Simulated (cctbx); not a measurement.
# K2MgScI6 with cctbx, script by script

Library: cctbx 2025.11. The data are simulated by the first script.

## 1. Simulate the data

run.py:

```python
from cctbx import adptbx, crystal, miller, sgtbx, xray
from cctbx.array_family import flex
from iotbx.shelx import hklf
from scitbx import matrix
import scitbx.random

cs = crystal.symmetry(unit_cell=(11.981, 11.981, 11.981, 90, 90, 90), space_group_symbol='Hall: -F 4 2 3')  # Fm-3m
atoms = [  # label, site, U (iso, or U11 U22 U33 U12 U13 U23 in A^2), occupancy
    ("I1", (0, 0, 0.7612), 0.0082, 1),
    ("Sc1", (0, 0, 0), 0.0137, 1),
    ("K1", (0.25, 0.75, 0.75), 0.0142, 1),
    ("Mg1", (0.5, 0, 0), 0.0157, 1),
]
xs = xray.structure(crystal_symmetry=cs)
for label, site, u, occ in atoms:
    u = adptbx.u_cif_as_u_star(cs.unit_cell(), u) if isinstance(u, tuple) else u
    xs.add_scatterer(xray.scatterer(label, site=site, u=u, occupancy=occ))
xs.set_inelastic_form_factors(1.3414, "sasaki")
xs.show_summary()
p1 = xs.expand_to_p1()
ms = miller.build_set(p1, anomalous_flag=True, d_min=0.83)
flex.set_random_seed(97346)
scitbx.random.set_random_seed(97346)
ms = ms.select(flex.random_double(ms.size()) < 0.7)
i = ms.structure_factors_from_scatterers(p1, algorithm="direct").f_calc().as_intensity_array().data()
i = i / flex.sqrt(1 + 0.3 * i / flex.max(i))  # extinction
i = i * 40000 / flex.max(i)
sig = flex.sqrt(i + flex.pow2(0.06 * i) + 8 ** 2)
noise = scitbx.random.variate(scitbx.random.normal_distribution())(i.size())
data = ms.array(data=i + sig * noise, sigmas=sig).set_observation_type_xray_intensity()
with open("data.hkl", "w") as f:
    data.export_as_shelx_hklf(f)
print("reflections written:", data.size(), " <I/sigma> = %.1f" % flex.mean(data.data() / data.sigmas()))
for h, a, b in list(data.sort("data"))[:12]:
    print("%4d%4d%4d %9.1f %7.1f" % (h + (a, b)))
```

```console
$ python run.py
```

```text
Number of scatterers: 4
At special positions: 4
Unit cell: (11.981, 11.981, 11.981, 90, 90, 90)
Space group: F m -3 m (No. 225)
reflections written: 8870  <I/sigma> = 3.0
   0   0  -4   41329.3  2408.3
  -4   0   0   39150.9  2408.3
   0   4   0   38190.6  2408.3
   0  -4   0   38147.6  2408.3
   2  -2   2   33732.1  1907.1
  -4   0   4   33309.9  1873.5
   0   4   4   32944.6  1873.5
   4   4   0   32504.4  1873.5
   2  -2  -2   32407.3  1907.1
  -4  -4   0   32319.9  1873.5
   0  -4  -4   32088.7  1873.5
   2   2  -2   31885.6  1907.1
```

Run time: 0.29 s on 1 thread of Arm Neoverse V2 (shared host), peak memory 0.07 GiB.

## 2. Refinement (right model, isotropic)

run.py:

```python
import math
from cctbx import adptbx, crystal, maptbx, sgtbx, xray
from cctbx.array_family import flex
from cctbx.xray import observations
from iotbx.shelx import hklf
from scitbx.lstbx import normal_eqns_solving
from smtbx import absolute_structure, utils
from smtbx.refinement import constraints, least_squares

cs = crystal.symmetry(unit_cell=(11.981, 11.981, 11.981, 90, 90, 90), space_group_symbol='Hall: -F 4 2 3')  # Fm-3m
atoms = [  # label, site, U (iso, or U11 U22 U33 U12 U13 U23 in A^2), occupancy
    ("I1", (0, 0, 0.7632), 0.0200, 1),
    ("Sc1", (0, 0, 0), 0.0200, 1),
    ("K1", (0.25, 0.75, 0.75), 0.0200, 1),
    ("Mg1", (0.5, 0, 0), 0.0200, 1),
]
xs = xray.structure(crystal_symmetry=cs)
for label, site, u, occ in atoms:
    u = adptbx.u_cif_as_u_star(cs.unit_cell(), u) if isinstance(u, tuple) else u
    xs.add_scatterer(xray.scatterer(label, site=site, u=u, occupancy=occ))
xs.set_inelastic_form_factors(1.3414, "sasaki")
raw = hklf.reader(file_name="data.hkl").as_miller_arrays(crystal_symmetry=cs, anomalous=True)[0]
merged = raw.eliminate_sys_absent().merge_equivalents()
fo2 = merged.array().set_observation_type_xray_intensity()
print("Rint %.3f, %d unique reflections to %.2f A" % (merged.r_int(), fo2.size(), fo2.d_min()))
for sc in xs.scatterers():
    sc.flags.set_grad_site(True)
    sc.flags.set_grad_u_aniso(sc.flags.use_u_aniso())
    sc.flags.set_grad_u_iso(sc.flags.use_u_iso())
obs = fo2.as_xray_observations()
extra = {}
rep = constraints.reparametrisation(xs, [], utils.connectivity_table(xs), **extra)
ls = least_squares.crystallographic_ls(obs, rep, weighting_scheme=least_squares.mainstream_shelx_weighting(a=0, b=0))
print("cycle     R1     wR2    GooF  max shift (A)")
for cycle in range(8):
    ls.build_up()
    r1, wr2, goof = ls.r1_factor(cutoff_factor=2)[0], ls.wR2(), ls.goof()
    old = xs.sites_cart()
    normal_eqns_solving.levenberg_marquardt_iterations(ls, n_max_iterations=3, tau=1e-06, step_threshold=1e-7)
    big = flex.max((xs.sites_cart() - old).norms())
    print("%4d %7.4f %7.4f %7.3f %9.5f" % (cycle + 1, r1, wr2, goof, big))
    ls.build_up(objective_only=True)
    if abs(ls.wR2() - wr2) < 5e-5 and big < 5e-4:
        break
ls.build_up()
print("final R1 %.4f wR2 %.4f GooF %.3f  parameters %d  data/parameter %.1f" % (ls.r1_factor(cutoff_factor=2)[0], ls.wR2(), ls.goof(), ls.n_parameters, fo2.size() / ls.n_parameters))
cov = ls.covariance_matrix_and_annotations()
su = dict(zip(cov.annotations, (math.sqrt(max(v, 0)) for v in cov.matrix.matrix_packed_u_diagonal())))
a2 = cs.unit_cell().reciprocal_parameters()[0] ** -2
print("atom        x        y        z      Ueq    occ   su(xyz)  su(Uiso or U11)")
for sc in xs.scatterers():
    s = max(su.get(sc.label + k, 0) for k in (".x", ".y", ".z"))
    npd = "" if sc.is_positive_definite_u(cs.unit_cell()) else "  NPD"
    print("%-5s %8.5f %8.5f %8.5f %8.4f %6.3f %8.5f %7.4f%s" % ((sc.label,) + sc.site + (sc.u_iso_or_equiv(cs.unit_cell()), sc.occupancy, s, su.get(sc.label + ".uiso", su.get(sc.label + ".u11", 0) * a2), npd)))
fo = fo2.f_sq_as_f()
fc = fo.structure_factors_from_scatterers(xs, algorithm="direct").f_calc()
diff = fo.f_obs_minus_f_calc(1 / math.sqrt(ls.scale_factor()), fc).average_bijvoet_mates()
m = diff.fft_map(symmetry_flags=maptbx.use_space_group_symmetry, resolution_factor=0.25).apply_volume_scaling()
print("difference map: max %.2f min %.2f rms %.2f" % (m.statistics().max(), m.statistics().min(), m.statistics().sigma()))
peaks = m.peak_search(parameters=maptbx.peak_search_parameters(min_distance_sym_equiv=0.6, max_clusters=6)).all()
near = xs.closest_distances(peaks.sites(), distance_cutoff=4)
sps = cs.special_position_settings(min_distance_sym_equiv=0.5)
for k, (x, h) in enumerate(zip(peaks.sites(), peaks.heights())):
    ss = sps.site_symmetry(x)
    print("Q%-3d %7.4f %7.4f %7.4f %4d %7.2f  %.2f A from %s" % ((k + 1,) + tuple(t % 1 for t in ss.exact_site()) + (ss.multiplicity(), h, near.smallest_distances[k], xs.scatterers()[near.i_seqs[k]].label)))
```

```console
$ python run.py
```

```text
Rint 0.048, 111 unique reflections to 0.83 A
cycle     R1     wR2    GooF  max shift (A)
   1  0.1118  0.2839  15.712   0.02284
   2  0.0136  0.0225   1.246   0.00000
final R1 0.0136 wR2 0.0225 GooF 1.246  parameters 5  data/parameter 22.2
atom        x        y        z      Ueq    occ   su(xyz)  su(Uiso or U11)
I1     0.00000  0.00000  0.76129   0.0082  1.000  0.00002  0.0001
Sc1    0.00000  0.00000  0.00000   0.0134  1.000  0.00000  0.0003
K1     0.25000  0.75000  0.75000   0.0161  1.000  0.00000  0.0004
Mg1    0.50000  0.00000  0.00000   0.0165  1.000  0.00000  0.0006
difference map: max 0.47 min -1.26 rms 0.17
Q1    0.1235  0.1235  0.1235   32    0.51  2.51 A from I1
Q2    0.0489  0.0489  0.3506   96    0.33  1.58 A from I1
Q3    0.1110  0.1110  0.3415   96    0.31  2.25 A from I1
Q4    0.0000  0.1243  0.1243   48    0.24  2.02 A from I1
Q5    0.0000  0.0000  0.0529   24    0.22  0.63 A from Sc1
Q6    0.1339  0.1933  0.3067   96    0.21  1.69 A from K1
```

Time: 0.47 s.

## 3. Refinement (right model, anisotropic)

run.py, as its changes from the last script of this kind:

```diff
@@ -12,4 +12,4 @@
-    ("I1", (0, 0, 0.7632), 0.0200, 1),
-    ("Sc1", (0, 0, 0), 0.0200, 1),
-    ("K1", (0.25, 0.75, 0.75), 0.0200, 1),
-    ("Mg1", (0.5, 0, 0), 0.0200, 1),
+    ("I1", (0, 0, 0.76129), 0.0082, 1),
+    ("Sc1", (0, 0, 0), 0.0134, 1),
+    ("K1", (0.25, 0.75, 0.75), 0.0161, 1),
+    ("Mg1", (0.5, 0, 0), 0.0165, 1),
@@ -21,0 +22 @@
+xs.convert_to_anisotropic()
```

```console
$ python run.py
```

```text
Rint 0.048, 111 unique reflections to 0.83 A
cycle     R1     wR2    GooF  max shift (A)
   1  0.0136  0.0225   1.252   0.00011
   2  0.0135  0.0222   1.232   0.00000
final R1 0.0135 wR2 0.0222 GooF 1.232  parameters 6  data/parameter 18.5
atom        x        y        z      Ueq    occ   su(xyz)  su(Uiso or U11)
I1     0.00000  0.00000  0.76130   0.0082  1.000  0.00002  0.0002
Sc1    0.00000  0.00000  0.00000   0.0135  1.000  0.00000  0.0003
K1     0.25000  0.75000  0.75000   0.0162  1.000  0.00000  0.0004
Mg1    0.50000  0.00000  0.00000   0.0165  1.000  0.00000  0.0006
difference map: max 0.45 min -1.18 rms 0.17
Q1    0.1247  0.1247  0.1247   32    0.49  2.52 A from I1
Q2    0.0488  0.0488  0.3504   96    0.33  1.57 A from I1
Q3    0.1097  0.1097  0.3390   96    0.31  2.21 A from I1
Q4    0.0000  0.1055  0.1410   96    0.24  1.72 A from I1
Q5    0.1330  0.1940  0.3060   96    0.22  1.69 A from K1
Q6    0.0459  0.1339  0.3067  192    0.20  1.88 A from I1
```

Time: 0.42 s.

## 4. Refinement

run.py, as its changes from the last script of this kind:

```diff
@@ -13 +13 @@
-    ("Sc1", (0, 0, 0), 0.0134, 1),
+    ("Cu1", (0, 0, 0), 0.0134, 1),
@@ -36 +36 @@
-for cycle in range(8):
+for cycle in range(12):
```

```console
$ python run.py
```

```text
Rint 0.048, 111 unique reflections to 0.83 A
cycle     R1     wR2    GooF  max shift (A)
   1  0.0388  0.1403   7.803   0.00013
   2  0.0227  0.0855   4.752   0.00000
final R1 0.0227 wR2 0.0855 GooF 4.752  parameters 6  data/parameter 18.5
atom        x        y        z      Ueq    occ   su(xyz)  su(Uiso or U11)
I1     0.00000  0.00000  0.76130   0.0073  1.000  0.00009  0.0006
Cu1    0.00000  0.00000  0.00000   0.0282  1.000  0.00000  0.0015
K1     0.25000  0.75000  0.75000   0.0161  1.000  0.00000  0.0016
Mg1    0.50000  0.00000  0.00000   0.0140  1.000  0.00000  0.0023
difference map: max 0.61 min -3.39 rms 0.25
Q1    0.0556  0.0556  0.0556   32    0.62  1.15 A from Cu1
Q2    0.1383  0.1383  0.1383   32    0.53  2.32 A from K1
Q3    0.0000  0.0956  0.1394   96    0.41  1.65 A from I1
Q4    0.1043  0.1043  0.1043   32    0.39  2.16 A from Cu1
Q5    0.0000  0.0000  0.1764   24    0.39  0.75 A from I1
Q6    0.0000  0.0000  0.0996   24    0.34  1.19 A from Cu1
```

Time: 0.45 s.

This run holds a fault made on purpose: wrong element: Cu1 is Sc.

## 5. Refinement

run.py, as its changes from the last script of this kind:

```diff
@@ -13 +13 @@
-    ("Cu1", (0, 0, 0), 0.0134, 1),
+    ("Mg1", (0, 0, 0), 0.0134, 1),
@@ -15 +15 @@
-    ("Mg1", (0.5, 0, 0), 0.0165, 1),
+    ("Sc1", (0.5, 0, 0), 0.0165, 1),
```

```console
$ python run.py
```

```text
Rint 0.048, 111 unique reflections to 0.83 A
cycle     R1     wR2    GooF  max shift (A)
   1  0.0738  0.2970  16.517   0.00207
   2  0.0322  0.1522   8.462   0.00003
final R1 0.0324 wR2 0.1521 GooF 8.460  parameters 6  data/parameter 18.5
atom        x        y        z      Ueq    occ   su(xyz)  su(Uiso or U11)
I1     0.00000  0.00000  0.76112   0.0066  1.000  0.00016  0.0011
Mg1    0.00000  0.00000  0.00000  -0.0191  1.000  0.00000  0.0022  NPD
K1     0.25000  0.75000  0.75000   0.0133  1.000  0.00000  0.0027
Sc1    0.50000  0.00000  0.00000   0.0599  1.000  0.00000  0.0055
difference map: max 5.51 min -3.01 rms 0.39
Q1    0.0000  0.0000  0.0000    4    5.54  0.00 A from Mg1
Q2    0.0000  0.0000  0.2165   24    1.27  0.27 A from I1
Q3    0.0000  0.0000  0.5000    4    1.22  0.00 A from Sc1
Q4    0.1221  0.1221  0.1221   32    0.84  2.50 A from I1
Q5    0.0497  0.0497  0.3482   96    0.55  1.56 A from I1
Q6    0.0589  0.0589  0.4411   32    0.46  1.22 A from Sc1
```

Time: 0.46 s.

This run holds a fault made on purpose: elements exchanged: Sc1 is Mg and Mg1 is Sc.

## 6. Refinement

run.py, as its changes from the last script of this kind:

```diff
@@ -13 +13 @@
-    ("Mg1", (0, 0, 0), 0.0134, 1),
+    ("Sc1", (0, 0, 0), 0.0134, 1),
@@ -15 +15,2 @@
-    ("Sc1", (0.5, 0, 0), 0.0165, 1),
+    ("Mg1", (0.5, 0, 0), 0.0165, 1),
+    ("Mg2", (0.514, 0.707, 0.036), 0.0300, 1),
@@ -22 +22,0 @@
-xs.convert_to_anisotropic()
```

```console
$ python run.py
```

```text
Rint 0.048, 111 unique reflections to 0.83 A
cycle     R1     wR2    GooF  max shift (A)
   1  0.1330  0.3489  19.497   0.32281
   2  0.0230  0.0705   3.937   0.00245
   3  0.0229  0.0704   3.933   0.00005
final R1 0.0229 wR2 0.0704 GooF 3.933  parameters 7  data/parameter 15.9
atom        x        y        z      Ueq    occ   su(xyz)  su(Uiso or U11)
I1     0.00000  0.00000  0.76107   0.0010  1.000  0.00019  0.0005
Sc1    0.00000  0.00000  0.00000   0.0022  1.000  0.00000  0.0014
K1     0.25000  0.75000  0.75000   0.0061  1.000  0.00000  0.0015
Mg1    0.50000  0.00000  0.00000   0.0048  1.000  0.00000  0.0021
Mg2    0.50000  0.73374  0.00000   0.0568  1.000  0.00179  0.0160
difference map: max 2.49 min -1.00 rms 0.30
Q1    0.0000  0.0000  0.0000    4    2.49  0.00 A from Sc1
Q2    0.0000  0.0000  0.2499   24    2.38  0.13 A from I1
Q3    0.2500  0.2500  0.2500    8    1.81  0.00 A from K1
Q4    0.0000  0.0000  0.5000    4    1.49  0.00 A from Mg1
Q5    0.1232  0.1232  0.1232   32    1.12  2.47 A from Mg2
Q6    0.0400  0.0400  0.3547   96    0.56  1.54 A from I1
```

It took 0.51 s on 1 thread of Arm Neoverse V2, on a shared host, peak memory 0.09 GiB.

This run holds a fault made on purpose: spurious atom: Mg2.

[Logs are printed without paths, hosts, clocks, repeated set-up lines and the standing remarks that a program may print on its own settings, such as how far it seeks lower states.]
